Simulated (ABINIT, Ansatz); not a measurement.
# A GW chain in ABINIT: SF6 (Im-3m), part 3 of 3

Wanted: ground state, empty states, screening and self-energy for SF6 (Im-3m).

ABINIT 10.8.3; LDA and many-body steps on it, plane waves. Known limits of the many-body steps: not at the basis limit; coarse k mesh.

So far. Step 4 (Empty states on the mesh, 2×2×2 mesh, 76 bands): On this mesh the gap is 6.132 eV. Step 5 (Screening, 2×2×2 mesh, 70 bands, screening to 98 eV): Local fields lower ε∞ by 11 %. On a Γ-centred mesh this coarse the value itself is usually too large, while a short band sum pulls it down.

**6. Self-energy, 2×2×2 mesh, 70 bands, screening to 98 eV**

The self-energy is evaluated for the states that the input lists, and the levels follow from it, in one-shot runs by the linearised quasiparticle equation.

This step: G0W0 on LDA, plane waves, norm-conserving pseudopotentials.

run.abi

```
acell 3*1.0 Angstrom
rprim 
  -2.873504736200 2.873504736200 2.873504736200
  2.873504736200 -2.873504736200 2.873504736200
  2.873504736200 2.873504736200 -2.873504736200
ntypat 2
znucl 16 9
natom 7
typat 1 2 2 2 2 2 2
xred 
  0.000000000000 0.000000000000 0.000000000000
  0.725627210000 0.725627210000 0.000000000000
  0.274372790000 0.274372790000 0.000000000000
  0.000000000000 0.274372790000 0.274372790000
  0.000000000000 0.725627210000 0.725627210000
  0.725627210000 0.000000000000 0.725627210000
  0.274372790000 0.000000000000 0.274372790000
pp_dirpath "pseudos"
pseudos "S.upf, F.upf"
ecut 36
ngkpt 2 2 2
nshiftk 1
shiftk 0 0 0
kptopt 1
chksymbreak 0
istwfk *1
occopt 1
irdwfk 1
optdriver 4
nband 70
gwcalctyp 0
ecutsigx 36
symsigma 1
nkptgw 1
kptgw 
  0.0000000000 0.0000000000 0.0000000000
bdgw 
  22 26
ecuteps 3.6
irdscr 1
ppmodel 1
indata_prefix "in"
outdata_prefix "out"
tmpdata_prefix "tmp"
```

Command:

```console
OMP_NUM_THREADS=1 mpirun -n 4 abinit run.abi > log
```

Numbers of over 12 decimals in the logs are rounded to 6 here.

The program printed:

```text
.Version 10.8.3 of ABINIT. v10.8.2 released Aug 2026.

 Symmetries : space group Im -3 m (#229); Bravais cI (body-center cubic)
[... echo of the input left out ...]
== DATASET  1 ==================================================================
-   mpi_nproc: 4, omp_nthreads: 1 (-1 if OMP is not activated)

--- !DatasetInfo
iteration_state: {dtset: 1, }
dimensions: {natom: 7, nkpt: 3, mband: 70, nsppol: 1, nspinor: 1, nspden: 1, mpw: 6620, }
cutoff_energies: {ecut:  36.0, pawecutdg:  -1.0, }
electrons: {nelect:   4.80000000E+01, charge:   0.00000000E+00, occopt:   1.00000000E+00, tsmear:   1.00000000E-02, }

 SIGMA: Calculation of the GW corrections

 Based on a program developped by R.W. Godby, V. Olevano, G. Onida, and L. Reining.
 Incorporated in ABINIT by V. Olevano, G.-M. Rignanese, and M. Torrent.
.Using double precision arithmetic ; gwpc =  8

[... cell and pseudopotentials left out ...]
--------------------------------------------------------------------------------

 ==== K-mesh for the wavefunctions ====
 Number of points in the irreducible wedge :     3
[... list of points left out ...]
 Together with 48 symmetry operations and time-reversal symmetry
 yields     8 points in the full Brillouin Zone.

 ==== Q-mesh for screening function ====
 Number of points in the irreducible wedge :     3
[... list of points left out ...]
 Together with 48 symmetry operations and time-reversal symmetry
 yields     8 points in the full Brillouin Zone.

 vcoul_init : cutoff-mode = AUXILIARY_FUNCTION
 q-points for optical limit:   1
     1)      0.000010    0.000020    0.000030
 setmesh: FFT mesh size selected  =    45x   45x   45
          total number of points  =        91125

 Number of electrons calculated from density =   48.0000; Expected =   48.0000
 average of density, n =  0.074946
 r_s =    1.4714
 omega_plasma =   26.4077 [eV]

 === KS Band Gaps ===
  >>>> For spin  1
   Minimum direct gap =   6.1318 [eV], located at k-point      :   0.0000  0.0000  0.0000
   Fundamental gap    =   6.1318 [eV], Top of valence bands at :   0.0000  0.0000  0.0000
                                       Bottom of conduction at :   0.0000  0.0000  0.0000
 SIGMA fundamental parameters:
 PLASMON POLE MODEL  1
 number of plane-waves for SigmaX                 6603
 number of plane-waves for SigmaC and W            201
 number of plane-waves for wavefunctions          6603
 number of bands                                    70
 number of independent spin polarizations            1
 number of spinorial components                      1
 number of k-points in IBZ                           3
 number of q-points in IBZ                           3
 number of symmetry operations                      48
 number of k-points in BZ                            8
 number of q-points in BZ                            8
 number of frequencies for dSigma/dE                 9
 frequency step for dSigma/dE [eV]                0.25
 number of omega for Sigma on real axis              0
 max omega for Sigma on real axis  [eV]           0.00
 zcut for avoiding poles [eV]                     0.10

 EPSILON^-1 parameters (SCR file):
 dimension of the eps^-1 matrix on file            201
 dimension of the eps^-1 matrix used               201
 number of plane-waves for wavefunctions          6603
 number of bands                                    70
 number of q-points in IBZ                           3
 number of frequencies                               2
 number of real frequencies                          1
 number of imag frequencies                          1

 matrix elements of self-energy operator (all in [eV])

 Perturbative Calculation

--- !SelfEnergy_ee
iteration_state: {dtset: 1, }
kpoint     : [   0.000,    0.000,    0.000, ]
spin       : 1
KS_gap     :    6.132
QP_gap     :   12.110
Delta_QP_KS:    5.978
data: !SigmaeeData |
     Band     E0 <VxcDFT>   SigX SigC(E0)      Z dSigC/dE  Sig(E)    E-E0       E
       22  -3.665 -23.540 -31.261   4.839   0.837  -0.194 -25.953  -2.413  -6.078
       23  -3.665 -23.540 -31.261   4.839   0.837  -0.194 -25.953  -2.413  -6.078
       24  -3.665 -23.540 -31.261   4.839   0.837  -0.194 -25.953  -2.413  -6.078
       25   2.467 -18.486 -12.553  -1.868   0.877  -0.140 -14.921   3.565   6.032
       26   6.635 -10.216  -5.170  -2.036   0.909  -0.100  -7.480   2.736   9.371

== END DATASET(S) ==============================================================
================================================================================

 -outvars: echo values of variables after computation  --------
           etotal      0.0000000000E+00
            nband          70
             nkpt           3
          spgroup         229
 [... the other variables as echoed above ...]

 Calculation completed.
```

Wall time 5.2 s (4 MPI ranks of Arm Neoverse N1, shared host); peak memory 0.7 GiB; 20 s of CPU time.

This step gave:

```
G0W0 gap on the points computed              : 12.11 eV
starting gap on the mesh                     : 6.132 eV
k of the valence top                         : 0, 0, 0
k of the conduction bottom                   : 0, 0, 0
Z at the valence top                         : 0.837
Z at the conduction bottom                   : 0.877
least direct G0W0 gap on the computed points : 12.11 eV
```

The gap on the mesh goes from 6.13 eV to 12.11 eV, a correction of +5.98 eV.

Limits: finite bands, cutoff and mesh; coarse k mesh. v1 is the top filled band, c1 the lowest empty one. The levels before and after the correction (eV, zero at the valence-band top of each column):

|  | conduction bottom | valence top |
| --- | --- | --- |
| Kohn-Sham | 6.13 | 0.00 |
| G0W0 | 12.11 | 0.00 |

|  | level | energy (eV) |
| --- | --- | --- |
| Kohn-Sham | Γ v3-v1 | 0.000 |
| Kohn-Sham | Γ c1 | 6.132 |
| Kohn-Sham | Γ c2 | 10.300 |
| G0W0 | Γ v3-v1 | 0.000 |
| G0W0 | Γ c1 | 12.110 |
| G0W0 | Γ c2 | 15.449 |

**7. Where the time went**

Times are wall times on 4 MPI ranks of Arm Neoverse N1, shared host, good to a factor of about two.

| step | time | share | memory (GiB) |
| --- | --- | --- | --- |
| ground state | 68 s | 39 % | 0.43 |
| bands along the symmetry lines | 63 s | 36 % | 0.38 |
| empty states on the mesh | 24 s | 14 % | 0.33 |
| screening | 14 s | 8 % | 0.72 |
| self-energy | 5.2 s | 3 % | 0.7 |

**8. Outcome**

```json
{
 "LDA gap": "6.13 eV, direct",
 "G0W0 gap on the mesh": "12.11 eV",
 "GW settings": "2×2×2 mesh, 70 bands, screening to 98 eV, Godby-Needs plasmon pole",
 "known limits": "not at the basis limit; coarse k mesh"
}
```

**Reading.** G0W0 moves the gap on the mesh from 6.13 eV to 12.11 eV (+5.98 eV), with Z of 0.84 and 0.88 at the edges. Local fields lower the RPA ε∞ on this mesh from 1.95 to 1.74; a Γ-centred mesh this coarse tends to raise both, most where the direct gap is narrow, while a short band sum lowers them. Only 1 of the mesh's irreducible points was corrected, so a valley elsewhere could overtake. Bands and cutoff are finite, so the gap is not at the basis limit. The miss can reach some tenths of an eV and take either sign; the mesh is an error of its own. In the G0W0 run levels were corrected at 1 k point alone, so a gap called «on the mesh» is the least over those, and an edge elsewhere would be missed. The 2×2×2 mesh is coarse for this cell, which bears on the long-range parts of exchange and screening.

[Paths, hosts, dates, memory and timing lines, banners, echoed tables and standing remarks are left out of the program output.]

[Logs are printed without paths, hosts, clocks, repeated set-up lines and the standing remarks that a program may print on its own settings, such as how far it seeks lower states.]

[Runs of the session that timed out or met a known fault of the program may be left out.]

[Hosts, paths, dates, database ids (printed as entryN), source tags and the programs' standing remarks are cut or masked in the printed files.]

[G0W0 gaps are taken among the corrected bands and points alone; a level outside them can change the order at an edge.]

[Where Ansatz stands beside ABINIT at settings called matched, ABINIT's density can come from a denser mesh and the files from another edition; pairs whose starting gaps differed by over 0.03 eV were left out, so agreement reads better than it is.]
